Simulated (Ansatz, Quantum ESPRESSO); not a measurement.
# Complex bands of NaCl, rock salt type, lattice constant set to 5.871 Å, part 2 of 3

How good a tunnel barrier is NaCl, rock salt type, lattice constant set to 5.871 Å?

Quantum ESPRESSO 7.5; plane-wave DFT, PBE, SG15 norm-conserving pseudopotentials; cross-check by Ansatz 0.2.0 with PAW datasets.

So far. Step 2 (Self-consistent run): The run needed 7 iterations to bring the estimated error under 1e-09 Ry.

### Step 3. Complex bands with pwcond.x

Level of this step: complex band structure by pwcond; plane-wave DFT, PBE, SG15 norm-conserving pseudopotentials (Quantum ESPRESSO).

ikind = 0 solves one period of the crystal for all kz, real and complex, at each energy and k across. ewind and epsproj trim the two-dimensional plane-wave basis; nz1 sets the subslabs.

cbs.in

```
&inputcond
  outdir = './out'
  prefixl = 'scf'
  band_file = 'cbs'
  ikind = 0
  ewind = 4.0
  epsproj = 1e-05
  nz1 = 7
  energy0 = 6.9
  denergy = -0.23
/
4
  0.00000000 0.00000000 1.00000000
  0.50000000 0.00000000 1.00000000
  0.50000000 0.50000000 1.00000000
  0.25000000 0.00000000 1.00000000
40
```

Command:

```bash
$ OMP_NUM_THREADS=1 mpirun -n 2 pwcond.x -in cbs.in > cbs.out
```

The log of the run:

```text
[banner, memory and clock lines left out]
Program PWCOND v.7.5 starts

          URL

     ./out/scf.save/

     IMPORTANT: XC functional enforced from input :
     Exchange-correlation= PBE
                           (   1   4   3   4   0   0   0)
     Any further DFT definition will be discarded
     Please, verify this is what you really want

     Reading collected, re-writing distributed wavefunctions

===== INPUT FILE containing the left lead =====

     GEOMETRY:

     lattice parameter (alat)  =       7.8451  a.u.
     the volume                =     682.8147 (a.u.)^3
     the cross section         =      61.5449 (a.u.)^2
     l of the unit cell        =       1.4142 (alat)
     number of atoms/cell      =            4
     number of atomic types    =            2

     crystal axes: (cart. coord. in units of alat)
               a(1) = (  1.0000  0.0000  0.0000 )
               a(2) = (  0.0000  1.0000  0.0000 )
               a(3) = (  0.0000  0.0000  1.4142 )

   Cartesian axes

     site n.     atom                  positions (alat units)
          1        Na     tau(  1)=(  0.0000  0.0000  1.4142  )
          2        Cl     tau(  2)=(  0.5000  0.5000  1.4142  )
          3        Na     tau(  3)=(  0.5000  0.5000  0.7071  )
          4        Cl     tau(  4)=(  0.0000  0.0000  0.7071  )

     nr1s                      =           40
     nr2s                      =           40
     nr3s                      =           60
     nr1sx                     =           40
     nr2sx                     =           40
     nr3sx                     =           60
     nr1                       =           40
     nr2                       =           40
     nr3                       =           60
     nr1x                      =           40
     nr2x                      =           40
     nr3x                      =           60

 _______________________________
  Radii of nonlocal spheres:

     type       ibeta     ang. mom.          radius (alat units)
       Na         1         0                    0.1759
       Na         2         0                    0.1899
       Na         3         1                    0.2741
       Na         4         1                    0.2830
       Cl         1         0                    0.3059
       Cl         2         0                    0.4003
       Cl         3         1                    0.2078
       Cl         4         1                    0.2065
----- General information -----

----- Complex band structure calculation -----

     nrx                       =           40
     nry                       =           40
     nz1                       =            7

     energy0               =         6.9E+00
     denergy               =        -2.3E-01
     nenergy               =         40
     ecut2d                =         6.0E+01
     ewind                 =         4.0E+00
     epsproj               =         1.0E-05

     number of k_|| points=    4
                       cryst. coord.
        k(    1) = (   0.0000000   0.0000000), wk =   0.2500000
        k(    2) = (   0.5000000   0.0000000), wk =   0.2500000
        k(    3) = (   0.5000000   0.5000000), wk =   0.2500000
        k(    4) = (   0.2500000   0.0000000), wk =   0.2500000
----- Information about left lead -----

     nocros                   =           16
     noins                    =           16
     norb                     =           48
     norbf                    =           48
     nrz                      =           60

      iorb      type   ibeta   ang. mom.   m       position (alat)
        1        1       1        0        1   taunew(   1)=(  0.0000  0.0000  0.0000)
        2        1       2        0        1   taunew(   2)=(  0.0000  0.0000  0.0000)
        3        1       3        1        1   taunew(   3)=(  0.0000  0.0000  0.0000)
        4        1       3        1        2   taunew(   4)=(  0.0000  0.0000  0.0000)
        5        1       3        1        3   taunew(   5)=(  0.0000  0.0000  0.0000)
        6        1       4        1        1   taunew(   6)=(  0.0000  0.0000  0.0000)
        7        1       4        1        2   taunew(   7)=(  0.0000  0.0000  0.0000)
        8        1       4        1        3   taunew(   8)=(  0.0000  0.0000  0.0000)
        9        2       1        0        1   taunew(   9)=(  0.5000  0.5000  0.0000)
       10        2       2        0        1   taunew(  10)=(  0.5000  0.5000  0.0000)
       11        2       3        1        1   taunew(  11)=(  0.5000  0.5000  0.0000)
       12        2       3        1        2   taunew(  12)=(  0.5000  0.5000  0.0000)
       13        2       3        1        3   taunew(  13)=(  0.5000  0.5000  0.0000)
       14        2       4        1        1   taunew(  14)=(  0.5000  0.5000  0.0000)
       15        2       4        1        2   taunew(  15)=(  0.5000  0.5000  0.0000)
       16        2       4        1        3   taunew(  16)=(  0.5000  0.5000  0.0000)
       17        1       1        0        1   taunew(  17)=(  0.5000  0.5000  0.7071)
       18        1       2        0        1   taunew(  18)=(  0.5000  0.5000  0.7071)
       19        1       3        1        1   taunew(  19)=(  0.5000  0.5000  0.7071)
       20        1       3        1        2   taunew(  20)=(  0.5000  0.5000  0.7071)
       21        1       3        1        3   taunew(  21)=(  0.5000  0.5000  0.7071)
       22        1       4        1        1   taunew(  22)=(  0.5000  0.5000  0.7071)
       23        1       4        1        2   taunew(  23)=(  0.5000  0.5000  0.7071)
       24        1       4        1        3   taunew(  24)=(  0.5000  0.5000  0.7071)
       25        2       1        0        1   taunew(  25)=(  0.0000  0.0000  0.7071)
       26        2       2        0        1   taunew(  26)=(  0.0000  0.0000  0.7071)
       27        2       3        1        1   taunew(  27)=(  0.0000  0.0000  0.7071)
       28        2       3        1        2   taunew(  28)=(  0.0000  0.0000  0.7071)
       29        2       3        1        3   taunew(  29)=(  0.0000  0.0000  0.7071)
       30        2       4        1        1   taunew(  30)=(  0.0000  0.0000  0.7071)
       31        2       4        1        2   taunew(  31)=(  0.0000  0.0000  0.7071)
       32        2       4        1        3   taunew(  32)=(  0.0000  0.0000  0.7071)
       33        1       1        0        1   taunew(  33)=(  0.0000  0.0000  1.4142)
       34        1       2        0        1   taunew(  34)=(  0.0000  0.0000  1.4142)
       35        1       3        1        1   taunew(  35)=(  0.0000  0.0000  1.4142)
       36        1       3        1        2   taunew(  36)=(  0.0000  0.0000  1.4142)
       37        1       3        1        3   taunew(  37)=(  0.0000  0.0000  1.4142)
       38        1       4        1        1   taunew(  38)=(  0.0000  0.0000  1.4142)
       39        1       4        1        2   taunew(  39)=(  0.0000  0.0000  1.4142)
       40        1       4        1        3   taunew(  40)=(  0.0000  0.0000  1.4142)
       41        2       1        0        1   taunew(  41)=(  0.5000  0.5000  1.4142)
       42        2       2        0        1   taunew(  42)=(  0.5000  0.5000  1.4142)
       43        2       3        1        1   taunew(  43)=(  0.5000  0.5000  1.4142)
       44        2       3        1        2   taunew(  44)=(  0.5000  0.5000  1.4142)
       45        2       3        1        3   taunew(  45)=(  0.5000  0.5000  1.4142)
       46        2       4        1        1   taunew(  46)=(  0.5000  0.5000  1.4142)
       47        2       4        1        2   taunew(  47)=(  0.5000  0.5000  1.4142)
       48        2       4        1        3   taunew(  48)=(  0.5000  0.5000  1.4142)
    k slab    z(k)  z(k+1)     crossing(iorb=1,norb)
    1   0.0000 0.0236 0.0236   111111111111111100000000000000000000000000000000
    2   0.0236 0.0471 0.0236   111111111111111100000000000000000000000000000000
    3   0.0471 0.0707 0.0236   111111111111111100000000000000000000000000000000
    4   0.0707 0.0943 0.0236   111111111111111100000000000000000000000000000000
    5   0.0943 0.1179 0.0236   111111111111111100000000000000000000000000000000
    6   0.1179 0.1414 0.0236   111111111111111100000000000000000000000000000000
    7   0.1414 0.1650 0.0236   111111111111111100000000000000000000000000000000
    8   0.1650 0.1886 0.0236   111111111111111100000000000000000000000000000000
    9   0.1886 0.2121 0.0236   011111111111111100000000000000000000000000000000
   10   0.2121 0.2357 0.0236   001111111100000000000000000000000000000000000000
   11   0.2357 0.2593 0.0236   001111111100000000000000000000000000000000000000
   12   0.2593 0.2828 0.0236   001111111100000000000000000000000000000000000000
   13   0.2828 0.3064 0.0236   000001111100000000000000000000000000000000000000
   14   0.3064 0.3300 0.0236   000000000100000000000000010000000000000000000000
   15   0.3300 0.3536 0.0236   000000000100000000000000010000000000000000000000
   16   0.3536 0.3771 0.0236   000000000100000000000000010000000000000000000000
   17   0.3771 0.4007 0.0236   000000000100000000000000010000000000000000000000
   18   0.4007 0.4243 0.0236   000000000000000000000111110000000000000000000000
   19   0.4243 0.4478 0.0236   000000000000000000111111110000000000000000000000
   20   0.4478 0.4714 0.0236   000000000000000000111111110000000000000000000000
   21   0.4714 0.4950 0.0236   000000000000000000111111110000000000000000000000
   22   0.4950 0.5185 0.0236   000000000000000001111111111111110000000000000000
   23   0.5185 0.5421 0.0236   000000000000000011111111111111110000000000000000
   24   0.5421 0.5657 0.0236   000000000000000011111111111111110000000000000000
   25   0.5657 0.5893 0.0236   000000000000000011111111111111110000000000000000
   26   0.5893 0.6128 0.0236   000000000000000011111111111111110000000000000000
   27   0.6128 0.6364 0.0236   000000000000000011111111111111110000000000000000
   28   0.6364 0.6600 0.0236   000000000000000011111111111111110000000000000000
   29   0.6600 0.6835 0.0236   000000000000000011111111111111110000000000000000
   30   0.6835 0.7071 0.0236   000000000000000011111111111111110000000000000000
   31   0.7071 0.7307 0.0236   000000000000000011111111111111110000000000000000
   32   0.7307 0.7542 0.0236   000000000000000011111111111111110000000000000000
   33   0.7542 0.7778 0.0236   000000000000000011111111111111110000000000000000
   34   0.7778 0.8014 0.0236   000000000000000011111111111111110000000000000000
   35   0.8014 0.8250 0.0236   000000000000000011111111111111110000000000000000
   36   0.8250 0.8485 0.0236   000000000000000011111111111111110000000000000000
   37   0.8485 0.8721 0.0236   000000000000000011111111111111110000000000000000
   38   0.8721 0.8957 0.0236   000000000000000011111111111111110000000000000000
   39   0.8957 0.9192 0.0236   000000000000000001111111111111110000000000000000
   40   0.9192 0.9428 0.0236   000000000000000000111111110000000000000000000000
   41   0.9428 0.9664 0.0236   000000000000000000111111110000000000000000000000
   42   0.9664 0.9899 0.0236   000000000000000000111111110000000000000000000000
   43   0.9899 1.0135 0.0236   000000000000000000000111110000000000000000000000
   44   1.0135 1.0371 0.0236   000000000000000000000000010000000000000001000000
   45   1.0371 1.0607 0.0236   000000000000000000000000010000000000000001000000
   46   1.0607 1.0842 0.0236   000000000000000000000000010000000000000001000000
   47   1.0842 1.1078 0.0236   000000000000000000000000010000000000000001000000
   48   1.1078 1.1314 0.0236   000000000000000000000000000000000000011111000000
   49   1.1314 1.1549 0.0236   000000000000000000000000000000000011111111000000
   50   1.1549 1.1785 0.0236   000000000000000000000000000000000011111111000000
   51   1.1785 1.2021 0.0236   000000000000000000000000000000000011111111000000
   52   1.2021 1.2257 0.0236   000000000000000000000000000000000111111111111111
   53   1.2257 1.2492 0.0236   000000000000000000000000000000001111111111111111
   54   1.2492 1.2728 0.0236   000000000000000000000000000000001111111111111111
   55   1.2728 1.2964 0.0236   000000000000000000000000000000001111111111111111
   56   1.2964 1.3199 0.0236   000000000000000000000000000000001111111111111111
   57   1.3199 1.3435 0.0236   000000000000000000000000000000001111111111111111
   58   1.3435 1.3671 0.0236   000000000000000000000000000000001111111111111111
   59   1.3671 1.3906 0.0236   000000000000000000000000000000001111111111111111
   60   1.3906 1.4142 0.0236   000000000000000000000000000000001111111111111111
 ngper, shell number =          293          41
 ngper, n2d =          293         114
---  E-Ef =    6.9000000  k =    0.0000000   0.0000000
---  ie =          1  ik =          1
 Nchannels of the left tip =            1
 Right moving states:
   k1(2pi/a)   k2(2pi/a)   E-Ef (eV)
  -0.4069941  -0.0000000   6.9000000
 Left moving states:
   k1(2pi/a)   k2(2pi/a)   E-Ef (eV)
   0.4069941  -0.0000000   6.9000000

---  E-Ef =    6.6700000  k =    0.0000000   0.0000000
---  ie =          2  ik =          1
 Nchannels of the left tip =            1
 Right moving states:
   k1(2pi/a)   k2(2pi/a)   E-Ef (eV)
  -0.4633262  -0.0000000   6.6700000
 Left moving states:
   k1(2pi/a)   k2(2pi/a)   E-Ef (eV)
   0.4633262  -0.0000000   6.6700000
[... further energies and points left out ...]
---  E-Ef =   -1.8400000  k =    0.2500000   0.0000000
---  ie =         39  ik =          4
 Nchannels of the left tip =            0
 Right moving states:
   k1(2pi/a)   k2(2pi/a)   E-Ef (eV)
 Left moving states:
   k1(2pi/a)   k2(2pi/a)   E-Ef (eV)

---  E-Ef =   -2.0700000  k =    0.2500000   0.0000000
---  ie =         40  ik =          4
 Nchannels of the left tip =            0
 Right moving states:
   k1(2pi/a)   k2(2pi/a)   E-Ef (eV)
 Left moving states:
   k1(2pi/a)   k2(2pi/a)   E-Ef (eV)

Note: The following floating-point exceptions are signalling: IEEE_UNDERFLOW_FLAG IEEE_DENORMAL
Note: The following floating-point exceptions are signalling: IEEE_UNDERFLOW_FLAG IEEE_DENORMAL
```

Elapsed: 3.1 min, on 2 MPI ranks of Intel Xeon Platinum 8259CL at 2.50GHz (Skylake/Cascade Lake), shared host; peak memory 0.15 GiB.

This step gave:

```
peak of the smallest κ at the zone centre : 0.388 Å⁻¹
energy of the peak at the zone centre     : 2.07 eV
peak of the smallest κ at (1/4, 0)        : 0.655 Å⁻¹
```

K across = (0, 0) in the cell's reciprocal vectors; values within 0.0025 1/Å of each other count once, columns are sorted by size at each energy, a dash where no further value was kept. The Im kz of the slowest decaying states by energy, zero at the highest filled level of the SCF mesh:

```csv
energy (eV),decay 1 (Å⁻¹),decay 2 (Å⁻¹),decay 3 (Å⁻¹)
-2.07,0.669,1.05,1.67
-1.61,0.422,0.687,0.916
-1.15,0.739,0.768,1.59
-0.69,0.439,0.796,1.55
-0.46,0.803,1.53,1.70
0.00,0.022,0.81,1.49
0.46,0.264,0.54,0.81
0.92,0.337,0.684,0.805
1.38,0.372,0.766,0.796
1.84,0.386,0.783,0.818
2.30,0.386,0.766,0.852
2.53,0.38,0.757,0.865
2.99,0.359,0.735,0.882
3.45,0.324,0.711,0.892
3.91,0.27,0.682,0.897
4.37,0.181,0.65,0.896
4.83,0.612,0.89,0.967
5.29,0.569,0.881,0.9
5.52,0.545,0.865,0.875
5.98,0.488,0.789,0.859
6.44,0.415,0.704,0.84
6.90,0.302,0.607,0.818
```

K across = (0, 0) in the cell's reciprocal vectors. The Re kz of states that move upwards by energy, zero at the highest filled level of the SCF mesh:

```csv
energy (eV),channel 1 (Å⁻¹),channel 2 (Å⁻¹),channel 3 (Å⁻¹)
-2.07,-,-,-
-1.61,-,-,-
-1.15,0.359,-,-
-0.69,-0.442,-,-
-0.46,-0.334,0.174,0.174
0.00,-,-,-
0.46,-,-,-
0.92,-,-,-
1.38,-,-,-
1.84,-,-,-
2.30,-,-,-
2.53,-,-,-
2.99,-,-,-
3.45,-,-,-
3.91,-,-,-
4.37,-,-,-
4.83,0.125,-,-
5.29,0.270,-,-
5.52,0.325,-,-
5.98,0.424,-,-
6.44,0.522,-,-
6.90,-0.436,-,-
```

K across = (1/2, 0) in the cell's reciprocal vectors; values within 0.0025 1/Å of each other count once, columns are sorted by size at each energy, a dash where no further value was kept. Table of Im kz of the slowest decaying states by energy, zero at the highest filled level of the SCF mesh:

```csv
energy (eV),decay 1 (Å⁻¹),decay 2 (Å⁻¹),decay 3 (Å⁻¹)
-2.07,0.421,1.46,1.60
-1.84,0.314,1.44,1.55
-1.61,0.099,1.41,1.5
-1.38,1.39,1.45,-
-1.15,0.081,1.37,1.38
-0.92,0.146,1.31,1.34
-0.69,0.086,1.22,1.32
-0.46,1.09,1.29,-
-0.23,0.677,1.27,-
0.00,0.263,1.01,1.25
0.46,0.438,1.16,1.20
0.69,0.492,1.18,1.19
0.92,0.534,1.16,1.21
1.15,0.568,1.13,1.22
1.38,0.595,1.11,1.22
1.61,0.617,1.09,1.22
1.84,0.635,1.07,1.22
2.07,0.649,1.05,1.22
2.30,0.659,1.03,1.21
2.53,0.665,1.01,1.20
2.76,0.669,0.991,1.20
2.99,0.67,0.972,1.19
3.22,0.669,0.954,1.17
3.45,0.665,0.936,1.16
3.68,0.658,0.918,1.15
3.91,0.649,0.9,1.14
4.14,0.638,0.882,1.12
4.37,0.625,0.864,1.11
4.83,0.591,0.828,1.07
5.06,0.57,0.809,1.06
5.29,0.546,0.789,1.04
5.52,0.519,0.769,1.02
5.75,0.488,0.749,1
5.98,0.453,0.727,0.98
6.21,0.411,0.705,0.959
6.44,0.36,0.681,0.937
6.67,0.296,0.657,0.915
6.90,0.201,0.63,0.891
```

K across = (1/2, 1/2) in the cell's reciprocal vectors; values within 0.0025 1/Å of each other count once, columns are sorted by size at each energy, a dash where no further value was kept. Table of Im kz of the slowest decaying states by energy, zero at the highest filled level of the SCF mesh:

```csv
energy (eV),decay 1 (Å⁻¹),decay 2 (Å⁻¹),decay 3 (Å⁻¹)
-2.07,0.625,0.729,2.08
-1.84,0.522,0.693,2.06
-1.61,0.383,0.651,2.05
-1.38,0.101,0.6,2.04
-1.15,0.535,2.02,-
-0.92,0.443,2.01,-
-0.69,0.26,2.00,-
-0.46,0.111,0.161,1.98
-0.23,0.315,0.388,1.97
0.00,0.411,0.47,1.96
0.46,0.523,0.551,1.93
0.69,0.56,0.574,1.92
0.92,0.588,1.90,2.12
1.15,0.602,0.611,1.89
1.38,0.61,0.629,1.87
1.61,0.616,0.643,1.86
1.84,0.619,0.655,1.84
2.07,0.619,0.663,1.83
2.30,0.618,0.669,1.82
2.53,0.616,0.673,1.80
2.76,0.611,0.675,1.79
2.99,0.606,0.675,1.77
3.22,0.598,0.674,1.76
3.45,0.59,0.671,1.74
3.68,0.58,0.667,1.73
3.91,0.569,0.662,1.71
4.14,0.556,0.655,1.70
4.37,0.542,0.646,1.68
4.83,0.509,0.626,1.65
5.06,0.489,0.613,1.64
5.29,0.468,0.6,1.62
5.52,0.445,0.584,1.61
5.75,0.418,0.567,1.59
5.98,0.389,0.548,1.57
6.21,0.355,0.526,1.56
6.44,0.316,0.503,1.54
6.67,0.268,0.476,1.53
6.90,0.207,0.446,1.51
```

K across = (1/4, 0) in the cell's reciprocal vectors; values within 0.0025 1/Å of each other count once, columns are sorted by size at each energy, a dash where no further value was kept. The Im kz of the slowest decaying states by energy, zero at the highest filled level of the SCF mesh:

```csv
energy (eV),decay 1 (Å⁻¹),decay 2 (Å⁻¹),decay 3 (Å⁻¹)
-2.07,0.53,1.16,1.24
-1.61,0.356,1.03,1.18
-1.15,0.859,1.12,1.63
-0.69,0.585,1.07,1.59
-0.46,0.139,0.287,1.04
0.00,0.211,0.246,0.998
0.46,0.427,0.658,0.961
0.92,0.527,0.811,0.931
1.38,0.586,0.903,1.43
1.84,0.622,0.878,0.968
2.30,0.644,0.852,1.02
2.53,0.65,0.84,1.04
2.99,0.655,0.813,1.09
3.45,0.651,0.786,1.18
3.91,0.638,0.756,1.18
4.37,0.531,0.702,0.724
4.83,0.428,0.689,0.738
5.29,0.306,0.65,0.758
5.52,0.218,0.629,0.766
5.98,0.582,0.78,0.967
6.44,0.529,0.804,0.892
6.90,0.465,0.819,0.906
```

(Continued in part 3 of 3.)

[Logs are printed without paths, hosts, clocks, repeated set-up lines and the standing remarks that a program may print on its own settings, such as how far it seeks lower states.]

[Hosts, paths, dates, database ids (printed as entryN), source tags and the programs' standing remarks are cut or masked in the printed files.]

[Maps of the electrostatic potential energy from Ansatz leave out the sawtooth potential of an applied field or a dipole correction, so their vacuum need not be flat; planar profiles and work functions include it.]
